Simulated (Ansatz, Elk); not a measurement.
# How far do independent atoms describe CrInCl3F2?, part 2 of 2

Structure refinements treat a crystal as free atoms side by side. For a made-up structure of CrInCl3F2 (cell and positions from a PBEsol relaxation) the runs below show what the calculated density changes in F(hkl).

Elk 11.2.3 (patched build); all-electron DFT.

So far. Step 2 (Ground state and structure factors): The ions are Cr2+, In3+, Cl− and F−, by formal charge.

The structure was built from a prototype and need not be the compound's stable phase.

### 6. Another functional

Level of this step: DFT, LDA (Perdew-Wang), all-electron APW+lo, Dirac cores, scalar-relativistic bands, static density, ferromagnetic start (Elk).

The difference from free atoms is small, so it is set against the change that LDA (Perdew-Wang) makes.

elk.in

```
tasks
  0
  195
  196

xctype
  3

spinpol
  .true.

rgkmax
  7.0

gmaxvr
  14.0

lmaxo
  7

lmaxapw
  8

swidth
  0.002

tshift
  .false.

ramdisk
  .false.

hmaxvr
  5.5

maxscl
  120

epspot
  1e-06

reducebf
  0.8

sppath
  './'

avec
  -4.36717494860 7.34510053622 7.69808552554
  4.36717494860 -7.34510053622 7.69808552554
  4.36717494860 7.34510053622 -7.69808552554

atoms
  4
  'In.in'
  1
  -0.0000000000 -0.0000000000 -0.0000000000   0.000000 0.000000 0.000000
  'Cr.in'
  1
  0.5000000000 0.5000000000 -0.0000000000   0.000000 0.000000 -0.120000
  'Cl.in'
  3
  0.5000000000 -0.0000000000 0.5000000000   0.000000 0.000000 0.000000
  0.1963301558 0.5000000000 0.6963301558   0.000000 0.000000 0.000000
  0.8036698442 0.5000000000 0.3036698442   0.000000 0.000000 0.000000
  'F.in'
  2
  0.7333477206 0.7333477206 -0.0000000000   0.000000 0.000000 0.000000
  0.2666522794 0.2666522794 -0.0000000000   0.000000 0.000000 0.000000

ngridk
  5 5 5
```

Command:

```bash
> OMP_NUM_THREADS=4 elk
```

Numbers of over 12 decimals in the logs are rounded to 6 here.

The program printed:

```text
┌─────────────────────────┐
│ Elk code version 11.2.3 │
└─────────────────────────┘

All units are atomic (Hartree, Bohr, etc.)

┌─────────────────────────────────────────────────┐
│ Ground-state run starting from atomic densities │
└─────────────────────────────────────────────────┘

Lattice vectors :
  -4.367174949       7.345100536       7.698085526
   4.367174949      -7.345100536       7.698085526
   4.367174949       7.345100536      -7.698085526

Reciprocal lattice vectors :
  0.9485089093E-17  0.4277126825      0.4081005132
[...]
error                       :   0.3301857512E-02

Moments :
 interstitial                :   0.4215102683
 muffin-tins
  species : 1 (In)
[...]
species : 2 (Cr)
[...]
species : 3 (Cl)
[...]
species : 4 (F)
   atom 1                    :   0.2769021920E-01
   atom 2                    :   0.2769021920E-01
 total in muffin-tins        :    2.683757314
 total moment                :    3.105267582

┌──────────────────────────────┐
│ Self-consistent loop stopped │
└──────────────────────────────┘

Warning : core states of species 1 leak from the muffin-tin :   0.2194096108E-03

Wrote STATE.OUT
[key lines of the parts left out:]
total energy                :     -8506.4176548528
```

The job ended after 4.6 min (4 threads of Arm Neoverse V1, shared host; peak memory 0.42 GiB).

Against the first run R = 0.05 %; the largest change is -0.119 at 200. The moment goes from 3.16 to 3.11 μB.

### 7. Basis size

The basis and the expansions that go with it are enlarged, to see whether the differences are converged.

elk.in: that of step 6 with these lines changed.

```diff
@@ -6,3 +6,3 @@
 xctype
-  3
+  20
 
@@ -12,12 +12,12 @@
 rgkmax
-  7.0
+  8.5
 
 gmaxvr
-  14.0
+  18.0
 
 lmaxo
-  7
+  9
 
 lmaxapw
-  8
+  10
```

Command:

```bash
> OMP_NUM_THREADS=4 elk
```

The program printed:

```text
┌─────────────────────────┐
│ Elk code version 11.2.3 │
└─────────────────────────┘

All units are atomic (Hartree, Bohr, etc.)

┌─────────────────────────────────────────────────┐
│ Ground-state run starting from atomic densities │
└─────────────────────────────────────────────────┘

Lattice vectors :
  -4.367174949       7.345100536       7.698085526
   4.367174949      -7.345100536       7.698085526
   4.367174949       7.345100536      -7.698085526

Reciprocal lattice vectors :
  0.9485089093E-17  0.4277126825      0.4081005132
[...]
muffin-tins
  species : 1 (In)
[...]
species : 2 (Cr)
[...]
species : 3 (Cl)
[...]
species : 4 (F)
   atom 1                    :   0.2546668052E-01
   atom 2                    :   0.2546668052E-01
 total in muffin-tins        :    2.740239935
 total moment                :    3.151879149

RMS change in Kohn-Sham potential (target) :   0.9480976878E-06 (  0.1000000000E-05)
Absolute change in total energy (target)   :   0.8453423470E-04 (  0.1000000000E-03)

Convergence targets achieved

┌──────────────────┐
│ Loop number : 19 │
└──────────────────┘
[key lines of the parts left out:]
total energy                :     -8518.6418612265
```

Wall time 13 min (4 threads); peak memory 1.2 GiB; 49 min of CPU time.

### 8. With a Hubbard U

A Hubbard U is put on the d shell, to see how far it moves the factors.

elk.in: that of step 7 with these lines changed.

```diff
@@ -12,12 +12,12 @@
 rgkmax
-  8.5
+  7.0
 
 gmaxvr
-  18.0
+  14.0
 
 lmaxo
-  9
+  7
 
 lmaxapw
-  10
+  8
 
@@ -72 +72,5 @@
   5 5 5
+
+dft+u
+  1 1
+  2 2 0.128623 0.000000
```

Command:

```bash
> OMP_NUM_THREADS=4 elk
```

The program printed:

```text
┌─────────────────────────┐
│ Elk code version 11.2.3 │
└─────────────────────────┘

All units are atomic (Hartree, Bohr, etc.)

┌─────────────────────────────────────────────────┐
│ Ground-state run starting from atomic densities │
└─────────────────────────────────────────────────┘

Lattice vectors :
  -4.367174949       7.345100536       7.698085526
   4.367174949      -7.345100536       7.698085526
   4.367174949       7.345100536      -7.698085526

Reciprocal lattice vectors :
  0.9485089093E-17  0.4277126825      0.4081005132
[...]
Moments :
 interstitial                :   0.4178867696
 muffin-tins
  species : 1 (In)
[...]
species : 2 (Cr)
[...]
species : 3 (Cl)
[...]
species : 4 (F)
   atom 1                    :   0.2040539366E-01
   atom 2                    :   0.2040539366E-01
 total in muffin-tins        :    2.871716988
 total moment                :    3.289603757

RMS change in Kohn-Sham potential (target) :   0.1138519853E-02 (  0.1000000000E-05)
Absolute change in total energy (target)   :   0.1412800187E-01 (  0.1000000000E-03)

┌──────────────────┐
│ Loop number : 19 │
└──────────────────┘
[key lines of the parts left out:]
total energy                :     -8518.5121421474
```

The job ended after 7.6 min (4 threads; peak memory 0.61 GiB).

The run was cut off at its time limit.

### 9. Settings against the effect

| run | R against the first run (%) | R against neutral atoms, low angle (%) | wall time |
| --- | --- | --- | --- |
| PBE, rgkmax 7 | 0.00 | 0.74 | 6.9 min |
| LDA (Perdew-Wang) | 0.05 | 0.70 | 4.6 min |

### 10. Outcome

| Item | Value |
| --- | --- |
| R against neutral atoms, sin θ/λ < 0.3 Å⁻¹ | 0.74 % |
| R against neutral atoms, 0.3 to 0.57 Å⁻¹ | 0.31 % |
| R against ions, below 0.3 Å⁻¹ | 0.69 % |

Independent neutral atoms miss the calculated amplitudes by R = 0.74 % below 0.3 Å⁻¹ and 0.31 % from there to 0.57 Å⁻¹; by shells, 0.41 % below 0.15 Å⁻¹ (5 forms), 0.78 % 0.15 to 0.3 (23 forms), 0.24 % 0.3 to 0.45 (52 forms), 0.36 % above 0.45 (69 forms). Bonding, aspherical density and the tables' own atoms all enter these figures, and the runs don't part them. The largest change of an amplitude is -0.88 electrons, at 112. Formal ions give R = 0.69 % at low angle, no better and no worse than neutral atoms. The magnetic order is that of the start. No other order was tried here, and an antiferromagnetic one would change or move the magnetic intensity. The window's part falls from 34.0 electrons at the origin to at most 2.73 between 0.45 and 0.57 Å⁻¹, where compact states inside the window still scatter. Below 0.3 Å⁻¹ the changes that finished (LDA (Perdew-Wang)) move F by R = 0.09 % at most, against the 0.74 % that separates it from free atoms. The magnetic factors move by R = 2.0 % (LDA (Perdew-Wang)). The basis has no finished test. The k-mesh has no finished test. Part of the difference isn't bonding: the tables are fits to free atoms and ions calculated by other methods than this functional. Thermal motion, anomalous dispersion and extinction are left out.

[Logs are printed without paths, hosts, clocks, repeated set-up lines and the standing remarks that a program may print on its own settings, such as how far it seeks lower states.]

[Hosts, paths, dates, database ids (printed as entryN), source tags and the programs' standing remarks are cut or masked in the printed files.]
